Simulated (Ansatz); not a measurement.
**SnH2 (model cell, started as rutile): following an unstable mode**

Wanted: the energy along a soft mode of SnH2 (model cell, started as rutile) and the structure at the end.

Program: Ansatz 0.2.0. Level of theory: DFT PBE, scalar-relativistic, plane waves, PAW. Values are calculated unless marked as measured.

The structure was built from a prototype and need not be the compound's stable phase.

### 1. The structure

Symmetry: P4_2/mnm, No. 136, tetragonal system. Conventional cell: a = 4.858 Å, b = 4.858 Å, c = 3.642 Å, α = 90.00°, β = 90.00°, γ = 90.00°. Sn has 6 H at 2.14 to 2.24 Å nearest. H has 3 Sn at 2.14 to 2.24 Å nearest. Farther neighbours, and contacts between anions beyond the nearest, are not listed.

### 2. Phonons on a q mesh

Stability and thermal properties need the whole zone. Linear response on a 2×2×4 q mesh gives force constants as far as a supercell of that size would.

The input, input.yaml:

```yaml
crystal:
  lattice:
    - [4.8575969519, 0.0, 0.0]
    - [0.0, 4.8575969519, 0.0]
    - [0.0, 0.0, 3.6419952209]
  atoms:
    - { symbol: Sn, position: [0.0, 0.0, 0.0] }
    - { symbol: Sn, position: [0.5, 0.5, 0.5] }
    - { symbol: H, position: [0.3110725174, 0.3110725174, 0.0] }
    - { symbol: H, position: [0.6889274826, 0.6889274826, 0.0] }
    - { symbol: H, position: [0.8110725174, 0.1889274826, 0.5] }
    - { symbol: H, position: [0.1889274826, 0.8110725174, 0.5] }
kpoints:
  mp_grid: { grid: [8, 8, 12] }
hamiltonian:
  xc: pbe
scf:
  occupations: { method: methfessel_paxton, width: 0.2 }
output:
  eigenvalues: true
phonons:
  method: dfpt
  qmesh: [2, 2, 4]
  temperatures: { t_max: 1000, t_step: 50 }
  qpath:
    path:
      - [[0.0, 0.0, 0.0], [0.0, 0.5, 0.0], [0.5, 0.5, 0.0], [0.0, 0.0, 0.0], [0.0, 0.0, 0.5], [0.0, 0.5, 0.5], [0.5, 0.5, 0.5], [0.0, 0.0, 0.5]]
      - [[0.0, 0.5, 0.0], [0.0, 0.5, 0.5]]
      - [[0.5, 0.5, 0.0], [0.5, 0.5, 0.5]]
    npoints: 10
```

Launch:

```sh
$ ansatz run input.yaml --threads 8 --pin off --max-ram 14336MiB --backend cpu --events-out ev --progress --plain --runs-dir out
```

The program printed:

```text
Warning: phonons: the dynamical matrix that this run interpolates holds no multipole term above the dipole-dipole one, and a site of this crystal is no centre of inversion, so its interpolated transverse optical and acoustic branches and sound speeds can stay off near Gamma, and the density of states and the thermodynamics with them. What a run solves at a wave vector of phonons.qpoints, Gamma apart, where the deck admits one, is free of this, and under fd what a larger phonons.supercell samples
Engine: ansatz 0.2.0, aarch64-unknown-linux-gnu
Pseudopotentials: kind: paw
Pseudopotential: Sn, paw, valence charge 14, recommended cutoff 420 eV (normal), Sn.paw.azcp
Pseudopotential: H, paw, valence charge 1, recommended cutoff 420 eV (normal), H.paw.azcp
Functional definition: PBE
  parameter kappa = 0.804
  parameter beta = 0.066725
  exchange = pbe_x(kappa = kappa, mu = beta*pi^2/3)
  correlation = pbe_c(beta = beta)
Crystal: 6 atoms, lattice volume = 85.937 Å³
Basis set: ecut = 420 eV, 1665 PW (Γ), exchange–correlation on 72×72×60 points (8 copies of the dense FFT grid, shifted against one another)
Bands: 22, of which v1, the nominal top of the filled ones, is band 16 counted from 1 (15 counted from 0)
Symmetry: 16 space group operations
k-points: 105 of 768
Non-local potential: Sn, projectors of the file, l = 0: 2, l = 1: 2, l = 2: 2, l = 3: 2
Non-local potential: H, projectors of the file, l = 0: 2, l = 1: 1
PAW form: soft (Blöchl's): semilocal exchange-correlation on the pseudo side does not see the compensation charge
PAW one-centre angular grid: Sn, 590 points (default); XC on 64 Gauss nodes
PAW one-centre angular grid: H, 110 points (default); XC on 64 Gauss nodes
Initial density: superposition of atomic densities (neutral atoms: chi_scale 0, normalization atom), corrected by the library's trained network
Initial wavefunctions: pseudopotential atomic-orbital guess
Functional: x = pbe(κ = 0.804, μ = 0.219515), c = pbe(β = 0.066725)
SCF iter   1: F=—  HF=-12109.071649 eV  |F-HF|=—  |Δ(HF+E_count)|=         —  Δρ=3.14e-3  dr2=1.05e-2  ethr=1.77e-3  ⟨swp⟩=5.8  Hψ=10977  notcnv=0
preconditioner: auto → Kerker (q_TF=auto, 2.314 Å⁻¹)  [metal: Δε(μ)=0.058 eV  Ē_g=18.854 eV  σ=0.200 eV  W_gap=0.24  n_scr=18 (ndim 8)  ℏωp=22.7 eV  f_vac=0.000  D(μ)=1.24/eV (n_scr^D=4)]
SCF iter   2: F=—  HF=-12109.068323 eV  |F-HF|=—  |Δ(HF+E_count)|=   3.33e-3  S|Δr|=    0.00e0  Δρ=1.62e-3  dr2=2.76e-3  ethr=3.28e-5  ⟨swp⟩=2.1  Hψ=4790  notcnv=0
SCF iter   3: F=—  HF=-12109.067769 eV  |F-HF|=—  |Δ(HF+E_count)|=   5.54e-4  S|Δr|=    0.00e0  Δρ=4.39e-4  dr2=2.60e-4  ethr=8.62e-6  ⟨swp⟩=2.2  Hψ=2716  notcnv=0
SCF iter   4: F=—  HF=-12109.067718 eV  |F-HF|=—  |Δ(HF+E_count)|=   5.15e-5  S|Δr|=    0.00e0  Δρ=2.12e-4  dr2=4.47e-5  ethr=8.14e-7  ⟨swp⟩=3.0  Hψ=4010  notcnv=0
SCF iter   5: F=—  HF=-12109.067722 eV  |F-HF|=—  |Δ(HF+E_count)|=   4.25e-6  S|Δr|=    0.00e0  Δρ=5.29e-5  dr2=1.76e-6  ethr=1.40e-7  ⟨swp⟩=2.0  Hψ=3837  notcnv=0
SCF iter   6: F=—  HF=-12109.067720 eV  |F-HF|=—  |Δ(HF+E_count)|=   1.87e-6  S|Δr|=    0.00e0  Δρ=1.40e-5  dr2=1.43e-7  ethr=5.50e-9  ⟨swp⟩=2.0  Hψ=3896  notcnv=0
SCF iter   7: F=—  HF=-12109.067720 eV  |F-HF|=—  |Δ(HF+E_count)|=   1.67e-8  S|Δr|=    0.00e0  Δρ=2.20e-6  dr2=4.77e-9  ethr=4.46e-10  ⟨swp⟩=2.0  Hψ=3906  notcnv=0
SCF iter   8: F=—  HF=-12109.067720 eV  |F-HF|=—  |Δ(HF+E_count)|=   3.69e-9  S|Δr|=    0.00e0  Δρ=9.01e-7  dr2=9.23e-10  ethr=1.49e-11  ⟨swp⟩=2.0  Hψ=2912  notcnv=0
SCF iter   9: F=—  HF=-12109.067720 eV  |F-HF|=—  |Δ(HF+E_count)|=  5.46e-11  S|Δr|=    0.00e0  Δρ=1.31e-7  dr2=2.67e-11  ethr=2.89e-12  ⟨swp⟩=2.0  Hψ=3903  notcnv=0
SCF iter  10: F=-12109.067720 eV  HF=-12109.067720 eV  |F-HF|=1.09e-11  |Δ(HF+E_count)|=  1.46e-11  S|Δr|=    0.00e0  Δρ=3.40e-8  dr2=1.30e-12  ethr=1.00e-12  ⟨swp⟩=8.3  Hψ=10693  notcnv=0
SCF 1 converged in 10 iterations: F = -12109.067720 eV  dr2 = 1.30e-12
  greatest PAW one-centre occupation: 0.992 electrons in one spin orbital (limit 2), on the Sn atom at site 1 (counted from 0), in its partial waves of l = 2
Initial density: read from a saved state, or passed on in memory by an earlier SCF of this step, an earlier step, the calling program or the single point that the run made first
iter 1 solved again at ethr=3.11e-7 eV; its pass at ethr=3.10e-3 eV (dr2=9.95e-5 eV) is discarded
SCF iter   1: F=—  HF=-12109.067721 eV  |F-HF|=—  |Δ(HF+E_count)|=         —  Δρ=2.23e-6  dr2=3.76e-9  ethr=3.11e-7  ⟨swp⟩=2.8  Hψ=16418  notcnv=0
eigensolver tolerance schedule: the retry pair's looser diagonalisation over-reported the residual by 26461.20 of it (diagonalisation noise at an unbounded share of the residual, at the tolerance the schedule requests for it); recorded, not acted on — ethr = c·dr2/N_el stays at c = 1.0e-1
preconditioner: auto → Kerker (q_TF=auto, 2.314 Å⁻¹)  [metal: Δε(μ)=0.025 eV  Ē_g=18.828 eV  σ=0.200 eV  W_gap=0.11  n_scr=18 (ndim 8)  ℏωp=22.7 eV  f_vac=0.000  D(μ)=1.25/eV (n_scr^D=4)]
SCF iter   2: F=—  HF=-12109.067720 eV  |F-HF|=—  |Δ(HF+E_count)|=   1.26e-6  S|Δr|=    0.00e0  Δρ=1.14e-6  dr2=8.13e-10  ethr=1.17e-11  ⟨swp⟩=4.3  Hψ=5869  notcnv=0
SCF iter   3: F=—  HF=-12109.067720 eV  |F-HF|=—  |Δ(HF+E_count)|=  1.46e-10  S|Δr|=    0.00e0  Δρ=7.48e-7  dr2=3.70e-10  ethr=2.54e-12  ⟨swp⟩=1.0  Hψ=2310  notcnv=0
SCF iter   4: F=—  HF=-12109.067720 eV  |F-HF|=—  |Δ(HF+E_count)|=  9.46e-11  S|Δr|=    0.00e0  Δρ=3.39e-7  dr2=8.54e-11  ethr=1.15e-12  ⟨swp⟩=1.0  Hψ=2314  notcnv=0
SCF iter   5: F=—  HF=-12109.067720 eV  |F-HF|=—  |Δ(HF+E_count)|=  2.73e-11  S|Δr|=    0.00e0  Δρ=2.27e-7  dr2=3.91e-11  ethr=1.00e-12  ⟨swp⟩=1.0  Hψ=2310  notcnv=0
SCF iter   6: F=—  HF=-12109.067720 eV  |F-HF|=—  |Δ(HF+E_count)|=  9.09e-12  S|Δr|=    0.00e0  Δρ=1.30e-7  dr2=1.29e-11  ethr=1.00e-12  ⟨swp⟩=1.0  Hψ=2310  notcnv=0
SCF iter   7: F=-12109.067720 eV  HF=-12109.067720 eV  |F-HF|=3.64e-12  |Δ(HF+E_count)|=  1.82e-12  S|Δr|=    0.00e0  Δρ=1.10e-7  dr2=9.15e-12  ethr=1.00e-12  ⟨swp⟩=1.8  Hψ=3021  notcnv=0
SCF 2 converged in 7 iterations: F = -12109.067720 eV  dr2 = 9.15e-12
phonons: the bands overlap, so this run is a metal and interpolates without the dipole-dipole term. If the crystal is really an insulator or semiconductor, its LO-TO splitting is missing
NSCF: frozen V_eff on 105 k-points
NSCF: frozen V_eff on 238 k-points
DFPT response loops at q = (0, 0, 0) (fractional): preconditioner auto → Kerker (q_TF=auto, 2.314 Å⁻¹) (partly filled bands, converged f_vac=0.000); β = 1.00, the filter's whole step (`scf.mixing.beta` (0.50) is not read by the response loops under this deck's `scf.mixing.preconditioner`; to damp them name `kerker` or `kerker_dos`, under which they read `scf.mixing.beta`, and type it under 1.00, their step now; both keys bind the ground state too); Broyden in place of MSR1
NSCF: frozen V_eff on 816 k-points
DFPT response loops at q = (0, 0, 0.25) (fractional): mixed as the last ones told, above
NSCF: frozen V_eff on 476 k-points
DFPT response loops at q = (0, 0, -0.5) (fractional): mixed as the last ones told, above
NSCF: frozen V_eff on 476 k-points
DFPT response loops at q = (0, -0.5, 0) (fractional): mixed as the last ones told, above
NSCF: frozen V_eff on 816 k-points
DFPT response loops at q = (0, -0.5, 0.25) (fractional): mixed as the last ones told, above
NSCF: frozen V_eff on 476 k-points
DFPT response loops at q = (0, -0.5, -0.5) (fractional): mixed as the last ones told, above
NSCF: frozen V_eff on 476 k-points
DFPT response loops at q = (-0.5, -0.5, 0) (fractional): mixed as the last ones told, above
NSCF: frozen V_eff on 816 k-points
DFPT response loops at q = (-0.5, -0.5, 0.25) (fractional): mixed as the last ones told, above
NSCF: frozen V_eff on 476 k-points
DFPT response loops at q = (-0.5, -0.5, -0.5) (fractional): mixed as the last ones told, above
SCF converged after 10 iterations
Stability not checked: this state was not tested for a lower state beside it, because cold or Methfessel-Paxton smearing, or corrected tetrahedra, fill the levels in a way that the test cannot read (fill_not_monotonic; see scf.lower_state_search)
Free energy (F): -12109.067720 eV
Harris-Foulkes:  -12109.067720 eV  (|F-HF|=1.09e-11)
Internal energy: -12109.069345 eV  (E = F + TS)
E sigma→0 (E₀):  -12109.068126 eV
Entropy (-TS):   0.001625 eV (0.271 meV/atom)
Fermi energy:    6.895419 eV
--- Per-component energies (eV) ---
  E_band       = -282.055523
  E_kinetic    = 421.490338
  E_local      = -2210.347008  (includes V_loc(G=0)·N_el)
  E_nonlocal   = -60.262016
  E_hartree    = 1254.335674
  E_xc         = -800.154407
  E_vxc        = -236.766980  (∫ρ·V_xc dr)
  E_paw        = -8269.598129  (= ΣΔE_a)
  E_vpaw       = -704.836983  (= ΣTr[D̂ρ^β])
  E_aug_tail   = -0.004216  (compensation charges beyond the density's cutoff)
  E_ewald      = -2444.529580
  E_smearing   = 0.001625  (= −TS)
  E_closure    = 0.000000  (closes the sum)
  Σ components = -12109.067720   (vs F -12109.067720, Δ=0.00e0)
--- Band table (eV; the first three rows and the last of 105) ---
  k-point 0: bands = [... 12 lower, 1.4516, 1.4516, 4.8987, 8.2632, 8.8632, 9.2457, 9.2457, 11.3586, ... 2 higher]
  k-point 1: bands = [... 12 lower, 1.5200, 1.5200, 4.3957, 8.5324, 8.9366, 9.2945, 9.2945, 9.9684, ... 2 higher]
  k-point 2: bands = [... 12 lower, 1.7182, 1.7182, 3.3133, 8.3856, 9.0210, 9.1570, 9.3599, 9.3599, ... 2 higher]
  k-point 104: bands = [... 12 lower, 1.7839, 1.7839, 2.1277, 2.1277, 5.7684, 5.7684, 12.2162, 12.2162, ... 2 higher]
--- Phonons (Γ-DFPT): 4 representative perturbations + reference (Σ response iterations 12) ---
  ASR residual: 2.403e-5 → 0.000e0 eV/Å²; symmetrization residual: 5.512e-7 eV/Å²
  ASR residual per site (eV/Å²): 2.40e-5 2.40e-5 2.87e-6 2.87e-6 2.87e-6 2.87e-6
  Γ frequencies (cm⁻¹): -557.38 -342.61 0.00 0.00 0.00 72.08 97.54 97.54 237.18 237.18 265.76 450.48 450.48 570.75 570.75 621.38 658.08 976.83
--- Phonons (arbitrary-q DFPT): 9 irreducible q on the 2×2×4 mesh ---
  q = [0.0000, 0.0000, 0.0000] (star 1, of the zone-centre solve; hermiticity 2.91e-7, symmetrization 8.05e-12): -557.38 -342.61 -0.00 0.00 0.00 72.08 97.54 97.54 237.18 237.18 265.76 450.48 450.48 570.75 570.75 621.38 658.08 976.83
  q = [0.0000, 0.0000, 0.2500] (star 2, 4 solved perturbations in 1320 linear systems a pass and spin channel, the states on 408 of 768 k-point pairs; hermiticity 2.40e-7, symmetrization 1.41e-11): -463.02 -426.38 -426.38 -289.81 34.96 34.96 92.36 110.22 110.47 110.47 265.28 420.35 420.35 568.35 568.76 568.76 689.70 956.75
  q = [0.0000, 0.0000, -0.5000] (star 1, 4 solved perturbations in 770 linear systems a pass and spin channel, the states on 238 of 768 k-point pairs; hermiticity 1.19e-7, symmetrization 6.40e-12): -804.78 -804.78 65.52 65.52 75.38 75.38 136.05 136.05 140.10 140.10 344.47 344.47 475.02 475.02 552.75 552.75 825.68 825.68
  q = [0.0000, -0.5000, 0.0000] (star 2, 6 solved perturbations on 238 of 768 k-point pairs; hermiticity 3.94e-7, symmetrization 7.37e-13): -345.82 -345.82 40.36 40.36 53.02 53.02 73.98 73.98 225.91 225.91 361.79 361.79 540.61 540.61 586.54 586.54 798.23 798.23
  q = [0.0000, -0.5000, 0.2500] (star 4, 6 solved perturbations on 408 of 768 k-point pairs; hermiticity 4.16e-7, symmetrization 8.71e-13): -382.68 -382.68 41.33 41.33 55.46 55.46 108.40 108.40 277.13 277.13 365.07 365.07 522.24 522.24 564.92 564.92 841.59 841.59
  q = [0.0000, -0.5000, -0.5000] (star 2, 6 solved perturbations on 238 of 768 k-point pairs; hermiticity 1.94e-7, symmetrization 9.28e-13): -722.06 -722.06 -30.22 -30.22 66.47 66.47 115.88 115.88 323.21 323.21 347.27 347.27 463.81 463.81 472.40 472.40 887.64 887.64
  q = [-0.5000, -0.5000, 0.0000] (star 1, 4 solved perturbations in 770 linear systems a pass and spin channel, the states on 238 of 768 k-point pairs; hermiticity 2.93e-7, symmetrization 1.69e-11): -442.86 -442.86 -4.79 -4.79 43.60 43.60 78.02 78.02 233.57 233.57 382.39 382.39 463.00 463.00 522.24 522.24 870.99 870.99
  q = [-0.5000, -0.5000, 0.2500] (star 2, 4 solved perturbations in 1320 linear systems a pass and spin channel, the states on 408 of 768 k-point pairs; hermiticity 3.24e-7, symmetrization 5.79e-12): -358.21 -358.21 -325.14 -325.14 48.64 48.64 94.39 94.39 95.43 95.43 429.51 429.51 461.99 461.99 551.23 551.23 843.48 843.48
  q = [-0.5000, -0.5000, -0.5000] (star 1, 4 solved perturbations in 770 linear systems a pass and spin channel, the states on 238 of 768 k-point pairs; hermiticity 2.26e-7, symmetrization 1.67e-12): -793.57 -793.57 48.94 48.94 81.22 81.22 129.73 129.73 256.85 256.85 412.53 412.53 501.86 501.86 534.90 534.90 838.34 838.34
  sum rule: each row above includes the acoustic sum rule's correction from the zone centre's row sums; it moved no ω² by more than (0.96 cm⁻¹)²
  mesh force constants: q→R imaginary residual 1.40e-17; ASR residual 2.403e-5 → 0.000e0 eV/Å²; symmetrization residual 3.553e-15 eV/Å²
  interpolated dispersion: 93 rows × 18 modes
  density of states and harmonic sums: on the 14×14×20 q-mesh, interpolated from the force constants of a 2×2×4 supercell (no non-analytic term)
  largest difference from the sums on the solved wave vectors: F 3.41e-2 eV, S 3.26e-5 and C_V 8.23e-6 eV/K
  zero-point energy: 0.325762 eV/cell   skipped modes (ω ≤ 0): 1209, of them read as no rigid motion or as one in doubt: 1206 (3.085e0 modes/cell left out, lowest -804.78 cm⁻¹)   left out of the sums: 1.71e-1 of the cell's modes: C_V's classical limit lies that fraction below 3 k_B per atom; for a crystal, a wire or a layer, F and S can be off by more, and a phonons.interpolated_qmesh denser along its periods is the remedy for the sampling
```

The job ended after 8.1 min (8 threads of Arm Neoverse N1, shared host; peak memory 2.1 GiB).

Read from the output:

```yaml
volume_per_atom: 14.32 Å³
gap_on_the_k_mesh: 0 eV
sum_rule_residual_before_enforcement: 2.40e-5 eV/Å²
lowest_frequency_on_the_path: -804.8 cm⁻¹
point_group: 4/mmm
highest_frequency_on_path_mesh_or_solved_points: 976.8 cm⁻¹
highest_optical_mode_at_the_zone_centre_no_lo_to_term: 976.8 cm⁻¹
lowest_optical_zone_centre_mode: -557.4 cm⁻¹
lowest_mode_on_the_q_mesh_acoustic_modes_at_gamma_apart: -804.8 cm⁻¹
```

Frequencies (cm⁻¹) solved at each irreducible wavevector; negative means imaginary. Frequencies by wavevector, by row:

```
q in reciprocal lattice units  star  mode 1  mode 2  mode 3  mode 4  mode 16  mode 17  mode 18
                        0 0 0     1  -557.4  -342.6       0       0    621.4    658.1    976.8
                     0 0 0.25     2    -463  -426.4  -426.4  -289.8    568.8    689.7    956.8
                     0 0 -0.5     1  -804.8  -804.8    65.5    65.5    552.8    825.7    825.7
                     0 -0.5 0     2  -345.8  -345.8    40.4    40.4    586.5    798.2    798.2
                  0 -0.5 0.25     4  -382.7  -382.7    41.3    41.3    564.9    841.6    841.6
                  0 -0.5 -0.5     2  -722.1  -722.1   -30.2   -30.2    472.4    887.6    887.6
                  -0.5 -0.5 0     1  -442.9  -442.9    -4.8    -4.8    522.2      871      871
               -0.5 -0.5 0.25     2  -358.2  -358.2  -325.1  -325.1    551.2    843.5    843.5
               -0.5 -0.5 -0.5     1  -793.6  -793.6    48.9    48.9    534.9    838.3    838.3
```

Interpolated from a 2×2×4 q mesh. The phonon branches at the labelled points (cm⁻¹):

```
    point  branch 1  branch 2  branch 3  branch 4  branch 15  branch 16  branch 17  branch 18
        Γ      -557      -343         0         0        571        621        658        977
  halfway      -486      -315       -40        17        580        597        627        940
        X      -346      -346        40        40        586        586        798        798
  halfway      -397      -397        40        40        555        555        836        836
        M      -443      -443        -5        -5        522        522        871        871
  halfway      -460      -337       -22        22        566        576        672        928
        Γ      -557      -343         0         0        571        621        658        977
  halfway      -463      -426      -426      -290        569        569        690        957
        Z      -805      -805        66        66        553        553        826        826
  halfway      -763      -763        65        65        492        492        863        863
        R      -722      -722       -30       -30        472        472        888        888
  halfway      -756      -756        58        58        510        510        868        868
        A      -794      -794        49        49        535        535        838        838
  halfway      -768      -747       -47        60        489        540        834        892
        Z      -805      -805        66        66        553        553        826        826
jump to X      -346      -346        40        40        586        586        798        798
  halfway      -383      -383        41        41        565        565        842        842
        R      -722      -722       -30       -30        472        472        888        888
jump to M      -443      -443        -5        -5        522        522        871        871
  halfway      -358      -358      -325      -325        551        551        844        844
        A      -794      -794        49        49        535        535        838        838
```

Symmetry leaves 9 wavevectors to solve. The lowest mode among them, the acoustic zeros apart, lies at q = (0, 0, -0.5) and is imaginary, 804.8i cm⁻¹, so the energy falls along it.

(Continued in part 2 of 2.)

[Long decimals in the printed logs are rounded to 6 places.]

[Logs are printed without paths, hosts, clocks, repeated set-up lines and the standing remarks that a program may print on its own settings, such as how far it seeks lower states.]

[Hosts, paths, dates, database ids (printed as entryN), source tags and the programs' standing remarks are cut or masked in the printed files.]

[Where the starting crystal was built by hand or by swapping elements, it need not be the compound's stable phase.]
